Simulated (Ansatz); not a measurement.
# Ca2TiO4 (I4/mmm): Hubbard U and Hund's J by constrained RPA, part 2 of 2

Aim: U, U′ and J for the Ti t2g shell of Ca2TiO4 (I4/mmm).

Ansatz 0.2.0; non-magnetic LDA, then constrained RPA, plane waves, PAW.

So far. Step 2 (LDA bands and orbital weights): The gap is indirect, with the least direct gap 0.30 eV higher. The pressure of -11 GPa says that this functional would shrink the cell; it is kept.

## 3. Constrained RPA: Ti t2g, bands c1 to c3, 6×6×6 mesh, medium accuracy

Constrained RPA screens the interaction with every transition except those inside the target bands, which a later many-body model would treat itself.

This step: constrained RPA on LDA, plane waves, PAW.

The input, input.yaml:

```yaml
crystal:
  lattice:
    - [1.92789, -1.92789, 5.99301]
    - [-1.92789, 1.92789, 5.99301]
    - [-1.92789, -1.92789, -5.99301]
  atoms:
    - { symbol: Ca, position: [0.353285, 0.353285, 0.0] }
    - { symbol: Ca, position: [0.646715, 0.646715, 0.0] }
    - { symbol: Ti, position: [0.0, 0.0, 0.0] }
    - { symbol: O, position: [0.0, 0.5, 0.5] }
    - { symbol: O, position: [0.5, 0.0, 0.5] }
    - { symbol: O, position: [0.166019, 0.166019, 0.0] }
    - { symbol: O, position: [0.833981, 0.833981, 0.0] }
kpoints:
  mp_grid: { grid: [8, 8, 8] }
hamiltonian:
  xc: lda
scf:
  occupations: { method: gaussian, width: 0.08 }
  n_extra_bands: 19
  max_iter: 150
  lower_state_search: "off"
output:
  crpa:
    kmesh: [6, 6, 6]
    target_bands: [c1, c3]
    projections: [{ species: Ti, l: d, shell: 3, orbitals: [dxz, dyz, dxy] }]
  local_orbitals:
    kmesh: [6, 6, 6]
    orbitals: [{ species: Ti, l: d, shell: 3, orbitals: [dxz, dyz, dxy] }]
    window: { bands: [c1, c3] }
    seedname: lo
```

The run is started by

```console
ansatz run input.yaml --threads 4 --pin off --max-ram 9216MiB --backend cpu --events-out ev --progress --plain --runs-dir out
```

Numbers of over 12 decimals in the logs are rounded to 6 here.

The log of the run:

```text
[...]
Crystal: 7 atoms, lattice volume = 89.098 Å³
Basis set: ecut = 420 eV, 1721 PW (Γ)
Bands: 47, of which v1, the nominal top of the filled ones, is band 28 counted from 1 (27 counted from 0)
Symmetry: 16 space group operations
[...]
k-points: 59 of 512
[...]
SCF iter   1: F=—  HF=-8228.839938 eV  |F-HF|=—  |Δ(HF+E_count)|=         —  Δρ=1.84e-2  dr2=2.93e-1  ethr=1.77e-3  ⟨swp⟩=6.6  Hψ=13532  notcnv=0  defer=235
[...]
SCF iter   8: F=-8228.772831 eV  HF=-8228.772831 eV  |F-HF|=1.57e-8  |Δ(HF+E_count)|=   2.83e-7  Δρ=8.97e-6  dr2=7.46e-8  ethr=1.79e-10  ⟨swp⟩=8.9  Hψ=13089  notcnv=0
SCF 1 converged in 8 iterations: F = -8228.772831 eV  dr2 = 7.46e-8
[...]
NSCF: frozen V_eff on 34 k-points
[...]
cRPA screening: q 1/216
cRPA screening: q 2/216
cRPA screening: q 6/216 (q-point 3)
cRPA screening: q 10/216 (q-point 4)
cRPA screening: q 12/216 (q-point 7)
cRPA screening: q 20/216 (q-point 8)
cRPA screening: q 36/216 (q-point 9)
cRPA screening: q 52/216 (q-point 13)
cRPA screening: q 60/216 (q-point 14)
cRPA screening: q 76/216 (q-point 15)
cRPA screening: q 84/216 (q-point 18)
cRPA screening: q 92/216 (q-point 19)
cRPA screening: q 96/216 (q-point 20)
cRPA screening: q 112/216 (q-point 44)
cRPA screening: q 120/216 (q-point 45)
cRPA screening: q 124/216 (q-point 48)
cRPA screening: q 126/216 (q-point 50)
cRPA screening: q 134/216 (q-point 53)
cRPA screening: q 142/216 (q-point 58)
cRPA screening: q 150/216 (q-point 59)
cRPA screening: q 158/216 (q-point 63)
cRPA screening: q 166/216 (q-point 64)
cRPA screening: q 182/216 (q-point 68)
cRPA screening: q 186/216 (q-point 69)
cRPA screening: q 194/216 (q-point 70)
cRPA screening: q 198/216 (q-point 89)
cRPA screening: q 200/216 (q-point 94)
cRPA screening: q 208/216 (q-point 99)
cRPA screening: q 212/216 (q-point 100)
cRPA screening: q 216/216 (q-point 130)
SCF converged after 8 iterations
Free energy (F): -8228.772831 eV
[...]
Internal energy: -8228.772831 eV  (E = F + TS)
E sigma→0 (E₀):  -8228.772831 eV
Fermi energy:    8.722873 eV
[...]
--- Band table (eV; the first three rows and the last of 59) ---
  k-point 0: bands = [... 24 lower, 6.7826, 7.4850, 7.5209, 7.5209, 9.6257, 10.4712, 10.4712, 11.8935, ... 15 higher]
  k-point 1: bands = [... 24 lower, 6.7207, 7.0307, 7.3365, 7.4412, 10.2361, 10.5472, 10.7057, 12.5039, ... 15 higher]
  k-point 2: bands = [... 24 lower, 6.6169, 6.9011, 7.1311, 7.4107, 11.0030, 11.1865, 11.2593, 13.3665, ... 15 higher]
  k-point 58: bands = [... 24 lower, 6.5129, 6.5974, 7.2467, 7.2467, 9.6362, 10.9354, 10.9354, 12.0494, ... 15 higher]
--- cRPA (band scheme, projected local orbitals): target bands 29..31 (1-based), 3 Wannier function(s), 6×6×6 mesh, 62 bands' worth read of 67 solved, ecut_chi 136.0 eV, v(q+G=0) probe_charge, pair densities all_electron ---
  bands read: the sum over 62 bands ends inside a degenerate multiplet in 3 slots, whose members it reads at an even weight; the widest, k=0: bands 62 to 63 (counted from 1) at 1/2 each
  χ-basis size per q: N_G = 310..340
  window electrons = 0.0000, filled by tetrahedron_uncorrected; constrained ε̄⁻¹(q = 0, 0) head = 0.198611; min gauge Gram eig = 0.6685
  Kanamori averages over each shell's own Wannier functions (sites counted from 0, functions from 1):
    Site 2, 3D, 3 of 5 d orbitals (Wannier functions 1, 2, 3; wannier90's mr 2, 3, 5):
      screened: U = 3.3221 eV, U' = 2.5598 eV, J = 0.3691 eV
      screened, to within: U = 4.7e-3 eV, U' = 4.7e-3 eV, J = 5.4e-4 eV
      bare: V = 14.4358 eV, V' = 13.3919 eV, J = 0.4945 eV
  Hermiticity witness max|P − P†| over intra, direct and exchange elements: 7.11e-15 eV (screened), 2.91e-24 eV (bare)
  Reality witness max|Im| over intra, direct and exchange elements: 1.55e-19 eV (screened), 8.79e-19 eV (bare)
```

It took 20 min on 4 threads of Arm Neoverse V2, shared host; peak memory 1.1 GiB.

Numbers from this step:

- U: 3.322 eV
- U prime (inter-orbital): 2.560 eV
- J: 0.3691 eV
- bare V: 14.44 eV
- bare J: 0.4945 eV
- stated bound on U: 0.004655 eV
- U over bare V: 0.2301
- electrons in the window: 0
- head of the constrained inverse dielectric matrix: 0.1986
- least eigenvalue of the projection's overlap: 0.6685
- target functions: 3
- bands in the sums: 62
- r.m.s. miss of the model bands: 0.001132 eV
- width of the target bands: 2.627 eV
- weight of the projected orbitals in the window: 0.7584

On the Ti t2g shell, screening brings the on-site interaction from 14.4 eV down to U = 3.32 eV.

Kanamori averages over each shell's functions. Crpa shells, by row:

```
site  element  shell  orbitals  U (eV)  U' (eV)  J (eV)  bare V (eV)  bare V' (eV)  bare J (eV)  bound on U (eV)
   3       Ti     3D         3   3.322     2.56  0.3691        14.44         13.39       0.4945         0.004655
```

Density-density elements U_iijj, eV. U matrix, by row:

```
orbital  Ti3 dxz  Ti3 dyz  Ti3 dxy
Ti3 dxz    3.246    2.512    2.584
Ti3 dyz    2.512    3.246    2.584
Ti3 dxy    2.584    2.584    3.473
```

Exchange elements U_ijji, eV. J matrix, by row:

```
orbital  Ti3 dxz  Ti3 dyz  Ti3 dxy
Ti3 dxz        -    0.357    0.375
Ti3 dyz    0.357        -    0.375
Ti3 dxy    0.375    0.375        -
```

Projected local orbitals of the target window. The electronic bands at the labelled points (eV, zero at the Fermi level; # counts the bands kept):

```
     point    #1    #2    #3
         Γ  0.90  1.75  1.75
   halfway  2.28  2.46  2.54
         X  3.16  3.37  3.52
   halfway  3.18  3.32  3.52
         P  3.24  3.24  3.53
   halfway  2.59  3.14  3.14
         N  2.12  2.93  3.05
   halfway  1.92  2.02  2.28
         Γ  0.90  1.75  1.75
   halfway  0.91  1.99  1.99
         M  0.91  2.21  2.21
   halfway  1.84  2.21  2.40
         S  2.15  2.88  3.04
jump to S0  2.15  2.88  3.04
   halfway  1.91  2.16  2.36
         Γ  0.90  1.75  1.75
 jump to X  3.16  3.37  3.52
   halfway  3.14  3.36  3.50
         R  3.10  3.33  3.46
 jump to G  3.10  3.33  3.46
   halfway  2.27  2.32  2.61
         M  0.91  2.21  2.21
```

The same for Kohn-Sham, solved directly:

```
point    #1    #2    #3
    Γ  0.90  1.75  1.75
    X  3.16  3.37  3.52
    P  3.24  3.24  3.53
    N  2.12  2.93  3.05
    Γ  0.90  1.75  1.75
    M  0.91  2.21  2.21
    S  2.15  2.88  3.04
   S0  2.15  2.88  3.04
    Γ  0.90  1.75  1.75
    X  3.16  3.37  3.52
    R  3.10  3.33  3.46
    G  3.10  3.33  3.46
    M  0.91  2.21  2.21
```

The first set of electronic bands as a text plot (rows in eV, shown from 0.9 to 1.7 only; labels by their first letter):

```
    1.7 |*
    1.7 |   *
    1.7 |
    1.6 |
    1.6 |                                                     *
    1.6 |                                  *
    1.5 |
    1.5 |                                           *
    1.4 |
    1.4 |
    1.4 |                        *
    1.3 |  *
    1.3 |                                 *
    1.3 |                                                      *
    1.2 |
    1.2 |                                            *
    1.2 |
    1.1 |                         *
    1.1 |
    1.1 |
    1.0 | *                                                     *
    1.0 |                                             *
    1.0 |                          *     *
    0.9 |*                          *****
         Γ         X P      N       Γ   M     S|S    ΓR|G       M
```

Onsite levels, by row:

```
orbital  level less Fermi level (eV)
Ti3 dxz                        2.537
Ti3 dyz                        2.537
Ti3 dxy                        2.544
```

Largest distinct elements between sites. Hoppings, by row:

```
   from       to      cell  distance (Å)   t (eV)
Ti3 dxy  Ti3 dxy   -1 0 -1         3.856  -0.3031
Ti3 dxz  Ti3 dxz     0 1 1         3.856  -0.2749
Ti3 dxy  Ti3 dxy    1 -1 0         5.453  -0.0887
Ti3 dxz  Ti3 dxz     1 0 1         3.856  -0.0502
Ti3 dyz  Ti3 dyz     2 0 2         7.712   0.0311
Ti3 dyz  Ti3 dyz     1 1 1         6.584   -0.024
Ti3 dyz  Ti3 dxz  -1 -1 -1         6.584  -0.0232
Ti3 dxy  Ti3 dxy     2 0 2         7.712    0.014
Ti3 dxy  Ti3 dxy    -1 2 1         8.622  -0.0101
Ti3 dxy  Ti3 dxy  -2 -2 -4         10.91  -0.0064
Ti3 dxz  Ti3 dyz     1 0 2         8.549  -0.0058
Ti3 dyz  Ti3 dyz  -2 -1 -2         8.549  -0.0044
```

## 4. Summary of results

| Quantity | Value |
| --- | --- |
| Ti t2g | U 3.32 eV, U′ 2.56 eV, J 0.37 eV, bare V 14.4 eV |
| method | constrained RPA on non-magnetic LDA, 6×6×6 mesh, static; search for lower states off |

What this shows: For Ti t2g, screening cuts the on-site interaction from 14.44 eV to 3.32 eV (23 %), while J goes only from 0.49 eV to 0.37 eV: the monopole is screened far more than the multipoles. U − 2J differs from U′ by +0.02 eV, so the Kanamori relation holds well. U is 1.3 times the width of the target bands. The window Ti t2g is empty, so it holds no transition to leave out and its U is the fully screened RPA value. The parent state is non-magnetic and the interaction static (zero frequency); U depends on the window and the orbitals, so it belongs to this model alone.

[Paths, hosts, dates, memory and timing lines, banners, echoed tables and standing remarks are left out of the program output.]

[Logs are printed without paths, hosts, clocks, repeated set-up lines and the standing remarks that a program may print on its own settings, such as how far it seeks lower states.]

[Runs of the session that timed out or met a known fault of the program may be left out.]

[Hosts, paths, dates, database ids (printed as entryN), source tags and the programs' standing remarks are cut or masked in the printed files.]
